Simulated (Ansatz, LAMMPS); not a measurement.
## Glassy 67P2O5-33MgO (mol %) (80 atoms): a single point

Aim: energy, forces, charges and density of states of glassy 67P2O5-33MgO (mol %) (80 atoms) at a fixed geometry.

Method: Kohn-Sham DFT, r2SCAN, PAW (set soft_2), plane waves, in Ansatz 0.2.0.

### 1. The structure

The cell holds 80 atoms: 20 P, 5 Mg and 55 O. Cell: a = 10.335 Å, b = 10.335 Å, c = 10.335 Å, α = 90.0°, β = 90.0°, γ = 90.0°. 80 atoms (20 P, 5 Mg, 55 O) placed at random at 2.44 g/cm³, melted at 4000 K for 10 ps at fixed volume with the Morse and Coulomb pair potential with partial charges (Pedone, Malavasi, Menziani, Cormack and Segre, J. Phys. Chem. B 110, 11780 (2006)). Quenched from 4000 K to 300 K at 25 K/ps and fixed volume, held 5 ps.

What the set-up can't give: The quench rate of 25 K/ps far exceeds what a furnace or splat quench reaches, so expect more defects and frozen-in strain than in a real sample. The starting topology of bonds comes from the classical model, and needn't be the one that DFT or experiment would give. The Brillouin zone is sampled at Γ only, in a cell whose shortest periodic width is 10 Å.

### 2. Making the structure

A classical potential makes the cell, at a small fraction of what the same run would cost in DFT.

This step: classical MD, Morse and Coulomb pair potential with partial charges (Pedone, Malavasi, Menziani, Cormack and Segre, J. Phys. Chem. B 110, 11780 (2006)) (LAMMPS 22 Jul 2025 - Update 4).

The input, in.lmp:

```
# melt-quench of P20Mg5O55
units metal
atom_style charge
boundary p p p
region box block 0 10.3354 0 10.3354 0 10.3354
create_box 3 box
mass 1 30.9738   # P
mass 2 24.3050   # Mg
mass 3 15.9990   # O
create_atoms 1 random 20 317138 NULL overlap 1.5 maxtry 2000
create_atoms 2 random 5 317145 NULL overlap 1.5 maxtry 2000
create_atoms 3 random 55 317152 NULL overlap 1.5 maxtry 2000
pair_style hybrid/overlay pedone 5.5 coul/long 8.0
pair_coeff * * coul/long
pair_coeff 1 3 pedone 0.831326 2.585833 1.800790 1   # P-O
pair_coeff 2 3 pedone 0.038908 2.281000 2.586153 5   # Mg-O
pair_coeff 3 3 pedone 0.042395 1.379316 3.618701 22   # O-O
set type 1 charge 3
set type 2 charge 1.2
set type 3 charge -1.2
kspace_style pppm 1.0e-4
neigh_modify delay 0 every 1 check yes
thermo_style custom step time temp pe press density
thermo_modify norm yes
timestep 0.002
thermo 100
min_style cg
minimize 1e-4 1e-4 200 2000
reset_timestep 0
velocity all create 4000 317139 mom yes dist gaussian
fix lim all nve/limit 0.05
fix lan all langevin 4000 4000 0.2 317140 zero yes
thermo 500
run 1000 post no
# [... 7 lines left out ...]
fix md all nvt temp 4000 300 0.2
run 74000 post no
unfix md
thermo 1250
fix md all nvt temp 300 300 0.2
run 2500 post no
unfix md
write_dump all custom glass.dump id type xs ys zs modify sort id
```

Command:

```bash
lmp -in in.lmp -log none -nocite
```

The program printed:

```text
LAMMPS (22 Jul 2025 - Update 4)
Created orthogonal box = (0 0 0) to (10.3354 10.3354 10.3354)
Created 20 atoms
Created 5 atoms
Created 55 atoms
PPPM initialization ...
  G vector (1/distance) = 0.38728052
  grid = 12 12 12
  estimated relative force accuracy = 6.0764364e-05
   Step          Time           Temp          PotEng         Press         Density
         0   0              0             -2.7111393      689431.66      2.4380114
        90   0.18           0             -20.895013     -5894.4743      2.4380114
Loop time of 0.0491874 s on 1 MPI rank(s) for 90 steps with 80 atoms
Minimization stats:
  Stopping criterion = energy tolerance
  Energy initial, next-to-last, final =
     -2.71113928132576  -20.8933361051356  -20.8950133918007
  Force two-norm initial, final = 379.13713 3.2351208
  Iterations, force evaluations = 90 125
   Step          Time           Temp          PotEng         Press         Density
[... 7 lines left out ...]
      2499   4.998          3805.6291     -20.440003      54391.376      2.4380114
      3332   6.664          4193.5447     -20.351154      73546.779      2.4380114
      4165   8.33           3921.4947     -20.422075      55936.747      2.4380114
      4998   9.996          3346.477      -20.518046     -40483.405      2.4380114
      5831   11.662         3832.9096     -20.400296      15651.034      2.4380114
[... 1 line left out ...]
Loop time of 1.66828 s on 1 MPI rank(s) for 5000 steps with 80 atoms
   Step          Time           Temp          PotEng         Press         Density
[... 11 lines left out ...]
     80000   160            264.66177     -21.002123     -6804.7153      2.4380114
Loop time of 23.5847 s on 1 MPI rank(s) for 74000 steps with 80 atoms
   Step          Time           Temp          PotEng         Press         Density
     80000   160            264.66177     -21.002123     -6804.7153      2.4380114
     81250   162.5          289.97738     -21.005751     -21134.906      2.4380114
     82500   165            270.80931     -21.010431     -28107.1        2.4380114
Loop time of 0.737181 s on 1 MPI rank(s) for 2500 steps with 80 atoms
```

Elapsed: 26 s, on 1 thread of Arm Neoverse V2, shared host; peak memory 0.078 GiB.

### 3. Plane-wave single point

One self-consistent run at the given positions yields energy and forces.

The input, input.yaml:

```yaml
crystal:
  lattice:
    - [10.3354, 0.0, 0.0]
    - [0.0, 10.3354, 0.0]
    - [0.0, 0.0, 10.3354]
  atoms:
    - { symbol: P, position: [0.74976, 0.34122, 0.49433] }
    - { symbol: P, position: [0.91795, 0.63349, 0.91721] }
    - { symbol: P, position: [0.71887, 0.22785, 0.77342] }
    - { symbol: P, position: [0.50043, 0.47973, 0.15892] }
    - { symbol: P, position: [0.14029, 0.3281, 0.39341] }
    - { symbol: P, position: [0.74086, 0.79466, 0.7488] }
    - { symbol: P, position: [0.1786, 0.68371, 0.2263] }
    - { symbol: P, position: [0.44081, 0.69633, 0.38589] }
    - { symbol: P, position: [0.939, 0.02227, 0.75881] }
    - { symbol: P, position: [0.51636, 0.99316, 0.77491] }
    - { symbol: P, position: [0.08485, 0.06562, 0.50496] }
    - { symbol: P, position: [0.1333, 0.18986, 0.12511] }
    - { symbol: P, position: [0.72795, 0.82149, 0.38991] }
    - { symbol: P, position: [0.65536, 0.96586, 0.14777] }
    - { symbol: P, position: [0.79904, 0.46616, 0.14027] }
    - { symbol: P, position: [0.1204, 0.39338, 0.90116] }
    - { symbol: P, position: [0.37795, 0.98572, 0.49183] }
    - { symbol: P, position: [0.93362, 0.58863, 0.39324] }
    - { symbol: P, position: [0.37947, 0.55217, 0.89222] }
    - { symbol: P, position: [0.08193, 0.66942, 0.6497] }
    - { symbol: Mg, position: [0.52781, 0.21612, 0.30203] }
    - { symbol: Mg, position: [0.02928, 0.91982, 0.0541] }
    - { symbol: Mg, position: [0.85176, 0.16631, 0.24979] }
    - { symbol: Mg, position: [0.34907, 0.94644, 0.0585] }
    - { symbol: Mg, position: [0.35621, 0.47872, 0.60115] }
    - { symbol: O, position: [0.65877, 0.10505, 0.19758] }
    - { symbol: O, position: [0.83657, 0.71996, 0.39728] }
    - { symbol: O, position: [0.81956, 0.46973, 0.48442] }
    - { symbol: O, position: [0.85977, 0.53077, 0.26575] }
    - { symbol: O, position: [0.84663, 0.90117, 0.74536] }
    - { symbol: O, position: [0.04907, 0.66793, 0.29838] }
    - { symbol: O, position: [0.61766, 0.88568, 0.77955] }
    - { symbol: O, position: [0.39807, 0.84749, 0.45439] }
    - { symbol: O, position: [0.02716, 0.00638, 0.86879] }
    - { symbol: O, position: [0.1203, 0.29157, 0.00944] }
    - { symbol: O, position: [0.71593, 0.71993, 0.63112] }
    - { symbol: O, position: [0.42395, 0.00743, 0.88106] }
    - { symbol: O, position: [0.78594, 0.69954, 0.85391] }
    - { symbol: O, position: [0.44972, 0.35214, 0.18818] }
    - { symbol: O, position: [0.98525, 0.65599, 0.76782] }
    - { symbol: O, position: [0.02097, 0.98845, 0.40388] }
    - { symbol: O, position: [0.18805, 0.57507, 0.66926] }
    - { symbol: O, position: [0.19758, 0.56233, 0.15264] }
    - { symbol: O, position: [0.65352, 0.46933, 0.15608] }
    - { symbol: O, position: [0.72315, 0.32227, 0.88276] }
    - { symbol: O, position: [0.84033, 0.13277, 0.77891] }
    - { symbol: O, position: [0.15194, 0.27065, 0.25356] }
    - { symbol: O, position: [0.2367, 0.03057, 0.50671] }
    - { symbol: O, position: [0.61496, 0.34286, 0.42947] }
    - { symbol: O, position: [0.82895, 0.24054, 0.42219] }
    - { symbol: O, position: [0.45734, 0.52287, 0.02094] }
    - { symbol: O, position: [0.44358, 0.0747, 0.39601] }
    - { symbol: O, position: [0.52205, 0.91454, 0.12756] }
    - { symbol: O, position: [0.01839, 0.4996, 0.92267] }
    - { symbol: O, position: [0.24278, 0.10352, 0.09511] }
    - { symbol: O, position: [0.09516, 0.2103, 0.46897] }
    - { symbol: O, position: [0.18664, 0.81916, 0.15398] }
    - { symbol: O, position: [0.44784, 0.49914, 0.77625] }
    - { symbol: O, position: [0.00661, 0.62584, 0.52531] }
    - { symbol: O, position: [0.42995, 0.60679, 0.49822] }
    - { symbol: O, position: [0.01081, 0.06087, 0.63624] }
    - { symbol: O, position: [0.58591, 0.76033, 0.37803] }
    - { symbol: O, position: [0.73635, 0.29587, 0.64081] }
    - { symbol: O, position: [0.83522, 0.55579, 0.03102] }
    - { symbol: O, position: [0.85032, 0.33129, 0.14424] }
    - { symbol: O, position: [0.60562, 0.12528, 0.77246] }
    - { symbol: O, position: [0.09486, 0.32546, 0.7757] }
    - { symbol: O, position: [0.29889, 0.69946, 0.31675] }
    - { symbol: O, position: [0.26981, 0.36613, 0.4473] }
    - { symbol: O, position: [0.73064, 0.88928, 0.25211] }
    - { symbol: O, position: [0.0463, 0.44088, 0.38443] }
    - { symbol: O, position: [0.72863, 0.96261, 0.02202] }
    - { symbol: O, position: [0.35366, 0.69215, 0.89288] }
    - { symbol: O, position: [0.47844, 0.59025, 0.26165] }
    - { symbol: O, position: [0.44714, 0.99462, 0.63137] }
    - { symbol: O, position: [0.00999, 0.10658, 0.14486] }
    - { symbol: O, position: [0.11637, 0.80853, 0.62867] }
    - { symbol: O, position: [0.72838, 0.93062, 0.48317] }
    - { symbol: O, position: [0.25679, 0.45922, 0.90224] }
    - { symbol: O, position: [0.98259, 0.73914, 0.99704] }
kpoints:
  mp_grid: { grid: [1, 1, 1] }
hamiltonian:
  xc: r2scan
scf:
  occupations: { method: fixed }
output:
  forces: true
  stress: true
  populations: true
  dos:
    method: { smearing: { sigma: 0.15 } }
    de: 0.1
    projected: { site_lists: { Mg: [Mg], O: [O], P: [P] } }
  eigenvalues: true
  write_density: true
  write_potential: true
  volumetric_format: npy
```

Command:

```bash
ansatz run input.yaml --threads 8 --pin off --max-ram 15872MiB --backend cpu --events-out ev --progress --plain --runs-dir out
```

The program printed:

```text
Engine: ansatz 0.2.0, aarch64-unknown-linux-gnu
Pseudopotentials: kind: paw
Pseudopotential: P, paw, valence charge 5, recommended cutoff 500 eV (meta_gga), P.paw.azcp
Pseudopotential: Mg, paw, valence charge 10, recommended cutoff 500 eV (meta_gga), Mg.paw.azcp
Pseudopotential: O, paw, valence charge 6, recommended cutoff 500 eV (meta_gga), O.paw.azcp
[... 6 lines on functional and potentials left out ...]
Crystal: 80 atoms, lattice volume = 1104.033 Å³
Basis set: ecut = 500 eV, 28113 PW (Γ), exchange–correlation on 320×320×320 points (64 copies of the dense FFT grid, shifted against one another)
Bands: 320, of which v1, the nominal top of the filled ones, is band 240 counted from 1 (239 counted from 0)
Symmetry: 1 space group operations
Space group: P1 (ITA 1), of the structure as read, at distance tolerance 1.0e-4 Å
k-points: 1
[... 10 lines on functional and potentials left out ...]
Initial density: superposition of atomic densities (neutral atoms: chi_scale 0, normalization atom), corrected by the library's trained network
Initial wavefunctions: pseudopotential atomic-orbital guess
Functional: x = r2scan, c = r2scan; τ floored in thin density (d = 2e-4 eV/Å³)
SCF iter   1: F=—  HF=-56113.266545 eV  |F-HF|=—  |Δ(HF+E_count)|=         —  Δρ=1.05e-2  dr2=1.48e0  dr2_τ=7.79e0  ethr=1.77e-3  ⟨swp⟩=6.0  Hψ=1303  notcnv=0  defer=78
preconditioner: auto → Resta (q_TF=auto, 2.375 Å⁻¹)  ε∞=2.8  [insulator: Δε(μ)=3.249 eV  Ē_g=17.584 eV  n_scr=250 (ndim 8)  ℏωp=23.4 eV  f_vac=0.210  ε∞_Penn≈2.8]
SCF iter   2: F=—  HF=-56114.820053 eV  |F-HF|=—  |Δ(HF+E_count)|=    1.55e0  Δρ=5.82e-3  dr2=2.74e-1  dr2_τ=3.38e-2  ethr=3.08e-4  ⟨swp⟩=3.0  Hψ=580  notcnv=0  defer=78
SCF iter   3: F=—  HF=-56114.769214 eV  |F-HF|=—  |Δ(HF+E_count)|=   5.08e-2  Δρ=2.10e-3  dr2=5.33e-2  dr2_τ=7.61e-3  ethr=5.71e-5  ⟨swp⟩=3.0  Hψ=473  notcnv=0  defer=78
SCF iter   4: F=—  HF=-56114.760077 eV  |F-HF|=—  |Δ(HF+E_count)|=   9.14e-3  Δρ=7.72e-4  dr2=5.64e-3  dr2_τ=9.96e-4  ethr=1.11e-5  ⟨swp⟩=3.0  Hψ=509  notcnv=0  defer=78
SCF iter   5: F=—  HF=-56114.759665 eV  |F-HF|=—  |Δ(HF+E_count)|=   4.11e-4  Δρ=2.47e-4  dr2=7.78e-4  dr2_τ=7.33e-5  ethr=1.18e-6  ⟨swp⟩=2.0  Hψ=548  notcnv=0  defer=78
SCF iter   6: F=—  HF=-56114.759861 eV  |F-HF|=—  |Δ(HF+E_count)|=   1.95e-4  Δρ=1.15e-4  dr2=1.33e-4  dr2_τ=1.81e-5  ethr=1.62e-7  ⟨swp⟩=3.0  Hψ=513  notcnv=0  defer=78
SCF iter   7: F=—  HF=-56114.759872 eV  |F-HF|=—  |Δ(HF+E_count)|=   1.18e-5  Δρ=3.86e-5  dr2=1.44e-5  dr2_τ=2.09e-6  ethr=2.78e-8  ⟨swp⟩=3.0  Hψ=465  notcnv=0  defer=78
SCF iter   8: F=—  HF=-56114.757943 eV  |F-HF|=—  |Δ(HF+E_count)|=   1.93e-3  Δρ=1.45e-5  dr2=2.33e-6  dr2_τ=2.51e-7  ethr=2.99e-9  ⟨swp⟩=3.0  Hψ=575  notcnv=0  defer=78
SCF iter   9: F=—  HF=-56114.757944 eV  |F-HF|=—  |Δ(HF+E_count)|=   8.76e-7  Δρ=5.19e-6  dr2=2.84e-7  dr2_τ=3.17e-8  ethr=4.86e-10  ⟨swp⟩=3.0  Hψ=471  notcnv=0  defer=78
SCF iter  10: F=-56114.757944 eV  HF=-56114.757944 eV  |F-HF|=2.23e-8  |Δ(HF+E_count)|=   1.84e-7  Δρ=2.54e-6  dr2=6.26e-8  dr2_τ=8.19e-9  ethr=2.08e-11  ⟨swp⟩=29.0  Hψ=3750  notcnv=0
SCF 1 converged in 10 iterations: F = -56114.757944 eV  dr2 = 6.26e-8
  greatest PAW one-centre occupation: 1.000 electrons in one spin orbital (limit 2), on the Mg atom at site 20 (counted from 0), in its partial waves of l = 0
SCF converged after 10 iterations
Free energy (F): -56114.757944 eV
Harris-Foulkes:  -56114.757944 eV  (|F-HF|=2.23e-8)
Internal energy: -56114.757944 eV  (E = F + TS)
E sigma→0 (E₀):  -56114.757944 eV
Fermi energy:    3.173740 eV
--- Per-component energies (eV) ---
  E_band       = -4675.524395
  E_kinetic    = 11754.104417
  E_local      = -41576.633297  (includes V_loc(G=0)·N_el)
  E_nonlocal   = 3670.714924
  E_hartree    = 15423.440841
  E_xc         = -5365.016992
  E_vxc        = -7387.074102  (∫ρ·V_xc dr)
  E_paw        = -21834.617786  (= ΣΔE_a)
  E_vpaw       = -2462.030096  (= ΣTr[D̂ρ^β])
  E_aug_tail   = 0.058665  (compensation charges beyond the density's cutoff)
  E_vtau       = 478.462464  (kinetic-family band-sum trace: ∫τ·v_τ [+ j·A + Jᵃ·Aᵃ] dr)
  E_ewald      = -18183.104082
  E_core_change = -3.704634  (= ΣΔE_core)
  E_smearing   = -0.000000  (= −TS)
  E_closure    = -0.000000  (closes the sum)
  Σ components = -56114.757944   (vs F -56114.757944, Δ=0.00e0)
--- Forces (eV/Å), atoms counted from 1 ---
  atom   1  P     -0.58249580    -0.64782188    -4.14178779
  atom   2  P      4.51403355     1.52037716    -0.62613588
  atom   3  P      1.08535717     1.38163632     2.58823144
  atom   4  P     -0.75823713     3.58187411     0.65979489
  atom   5  P      1.52837880     4.94791622     0.04471290
  atom   6  P      0.08238132    -1.77091692    -2.83196180
  atom   7  P      1.02705664    -0.52109318    -2.83640181
  atom   8  P     -0.68278765    -1.08512832     0.14258876
  atom   9  P     -1.41355449    -0.96414146     2.35614263
  atom  10  P      0.37497286     2.11358135    -1.87911151
  atom  11  P     -0.39869777    -2.72771270    -2.92072474
  atom  12  P     -1.44417432     0.40241124    -0.28922287
  atom  13  P     -2.00974285     1.92156897     1.43505775
  atom  14  P      0.14521756     1.01017008    -4.02836565
[...]
atom  79  O     -0.57936077    -0.74985252     1.30230097
  atom  80  O     -0.94123367    -0.49554421    -0.53736359
  max |Σ_I F_I| component: 7.78e-5 eV/Å
--- Stress (GPa, compression-positive) ---
       -5.340916      -0.801590      -1.265598
       -0.801588      -6.823557      -0.704513
       -1.265597      -0.704513      -5.383364
  P = ⅓ Tr σ = -5.8493 GPa (-58.493 kbar)
--- Band table (eV) ---
  k-point 0: bands = ["-74.8794", "-74.7814", "-74.2629", "-74.0278", [... 304 levels ...], "13.1073", "13.1776", "13.1898", "13.2447", "13.2829", "13.3043", "13.3386", "13.4168", "13.4883", "13.5481", "13.5971", "13.6567"]
--- Löwdin populations: 80 sites ---
  site symbol       q [e]
     0      P      2.7243
     1      P      2.7342
     2      P      2.7046
[...]
79      O      6.9705
  spilling = 0.016537 (of n_electrons = 480.000000)
```

Wall time 20 s (8 threads of Arm Neoverse V2, shared host); peak memory 3 GiB.

Read from the output:

* free energy: -56114.7579 eV
* free energy per atom: -701.4345 eV/atom
* SCF cycles: 10
* pressure: -5.849 GPa
* r.m.s. force component: 1.344 eV/Å
* longest force: 5.299 eV/Å
* Fermi energy: 3.174 eV
* gap (highest filled to lowest empty level): 2.65 eV
* spilling of the projection: 0.01654

Neighbours are counted within 2.11 Å (O-P), 2.68 Å (O-Mg).

Length of the force by element and coordination:

| element | coordination | atoms | mean length of the force (eV/Å) | spread | least | most |
| --- | --- | --- | --- | --- | --- | --- |
| Mg | all | 5 | 1.09 | 0.293 | 0.765 | 1.63 |
| O | all | 55 | 1.61 | 0.826 | 0.44 | 3.87 |
| O | 1 | 9 | 1.23 | 0.694 | 0.516 | 2.95 |
| O | 2 | 43 | 1.71 | 0.825 | 0.44 | 3.87 |
| O | 3 | 3 | 1.47 | 0.838 | 0.874 | 2.66 |
| P | all | 20 | 3.33 | 1.12 | 1.29 | 5.30 |
| P | 4 | 17 | 3.46 | 0.960 | 1.53 | 5.30 |
| P | 5 | 2 | 3.05 | 1.76 | 1.29 | 4.80 |
| P | 6 | 1 | 1.60 | 0 | 1.60 | 1.60 |

Löwdin charges by element and coordination (they lack the spilled electrons, 0.099 e an atom on average):

| element | coordination | atoms | mean charge (e) | spread | least | most |
| --- | --- | --- | --- | --- | --- | --- |
| Mg | all | 5 | 1.67 | 0.0078 | 1.66 | 1.68 |
| O | all | 55 | -0.844 | 0.0979 | -1.06 | -0.722 |
| O | 1 | 9 | -0.869 | 0.0553 | -0.963 | -0.789 |
| O | 2 | 43 | -0.827 | 0.0941 | -1.03 | -0.722 |
| O | 3 | 3 | -1.02 | 0.0254 | -1.06 | -0.993 |
| P | all | 20 | 2.30 | 0.0375 | 2.23 | 2.39 |
| P | 4 | 17 | 2.31 | 0.0346 | 2.26 | 2.39 |
| P | 5 | 2 | 2.28 | 0.0095 | 2.27 | 2.28 |
| P | 6 | 1 | 2.23 | 0 | 2.23 | 2.23 |

States in the cell by windows of 1 eV, zero at the Fermi level; the larger projections on atomic orbitals stand beside the total:

| from (eV) | to (eV) | total | O p | P p | O s |
| --- | --- | --- | --- | --- | --- |
| -14 | -13 | 9.3 | 5.8 | 1.4 | 0.9 |
| -13 | -12 | 7.0 | 4.5 | 1.3 | 0.5 |
| -12 | -11 | 10.0 | 6.8 | 2.3 | 0.4 |
| -11 | -10 | 12.6 | 8.6 | 3.2 | 0.3 |
| -10 | -9 | 2.5 | 1.7 | 0.7 | 0.1 |
| -9 | -8 | 11.1 | 8.0 | 1.2 | 1.2 |
| -8 | -7 | 21.5 | 16.5 | 2.0 | 1.9 |
| -7 | -6 | 31.1 | 25.5 | 2.5 | 1.9 |
| -6 | -5 | 43.4 | 38.0 | 2.2 | 1.8 |
| -5 | -4 | 37.3 | 33.0 | 1.7 | 1.5 |
| -4 | -3 | 44.5 | 40.9 | 1.4 | 1.0 |
| -3 | -2 | 42.3 | 39.6 | 1.2 | 0.5 |
| -2 | -1 | 27.9 | 26.5 | 0.7 | 0.2 |
| -1 | 0 | 20.1 | 19.2 | 0.5 | 0.1 |
| 0 | 1 | 0.7 | 0.6 | 0.0 | 0.0 |
| 1 | 2 | 0.0 | 0.0 | 0.0 | 0.0 |
| 2 | 3 | 2.0 | 0.2 | 0.3 | 0.4 |
| 3 | 4 | 4.8 | 0.9 | 1.0 | 0.8 |
| 4 | 5 | 5.3 | 0.7 | 1.0 | 0.9 |

With fixed occupations the program's Fermi level is the highest filled level; weight inside the gap is the broadening of levels at its edges.

Between -26 and -14 eV lie 118 more states.

The stored curve holds about 440 of the 480 electrons; the rest, give or take the few that broadening carries across the Fermi level, lie in deeper levels below its range.

The levels nearest the highest filled one (over half full), pooled over k-points and spins:

| level less the highest filled one (eV) | occupation |
| --- | --- |
| -0.490 | 2 |
| -0.455 | 2 |
| -0.430 | 2 |
| -0.359 | 2 |
| -0.255 | 2 |
| 0 | 2 |
| 2.65 | 0 |
| 3.52 | 0 |
| 3.65 | 0 |
| 4.07 | 0 |
| 4.45 | 0 |
| 4.61 | 0 |

Electrostatic potential energy in the ac plane at fractional y = 0.466, with atoms of P and Mg and O within 0.2 Å of it. With pseudopotentials it is smooth inside the atoms' cores, unlike the true potential.

Values in eV, 13 rows by 16 columns, each cell a mean:
```
-25 -11  -6  -9 -19  -2  -1   2   8   9  10   9   9   8   8  -1
-15 -13 -12 -19 -33  -8  -6   3   9  10  11  10  10   9   8   2
  9   6   6   8   7   6  -9 -25   6  11  11  10  10   9   9   9
 11  11  11  10   7   4  -1  -8   8  11  10  10  10  10  10  10
 10  11  11   8  -2 -29 -22   2   8  10   9   9   9  10  10  10
 10  10  10   8  -3 -34 -26   1   8   9   9   7   5   2   9  10
  8   9   9   9   6   3   4   7  10  10   9   6 -22 -38  -1   8
-24 -16   7   8   9   9   9  10  10  10  10   8   2  -6   3   3
-13  -7   7   9  10  10   9   9   9   9   9   9   8   6   5   5
  9  10  10  10  10  10   7  -1  -4   3   6   6   2  -4   1   8
 10  11  11  11  11   9  -1 -37 -44 -22 -36 -22 -37 -33  -2   8
 10  10  11  11  11   9   1 -25 -32 -11 -21 -17 -40 -37  -4   8
  8   7   7   9   9   8   2 -13   1   6   7   5   0   0   6   8
```
Columns run along a (10.3 Å; values clipped at the 3rd and 97th percentile), rows up along c (10.3 Å). Atoms in or near the plane, at fractional coordinates: P at (0.50, 0.16), P at (0.80, 0.14), Mg at (0.36, 0.60), O at (0.82, 0.48), O at (0.65, 0.16), O at (0.26, 0.90).

(Continued in part 2 of 2.)

[Logs are printed without paths, hosts, clocks, repeated set-up lines and the standing remarks that a program may print on its own settings, such as how far it seeks lower states.]

[Hosts, paths, dates, database ids (printed as entryN), source tags and the programs' standing remarks are cut or masked in the printed files.]
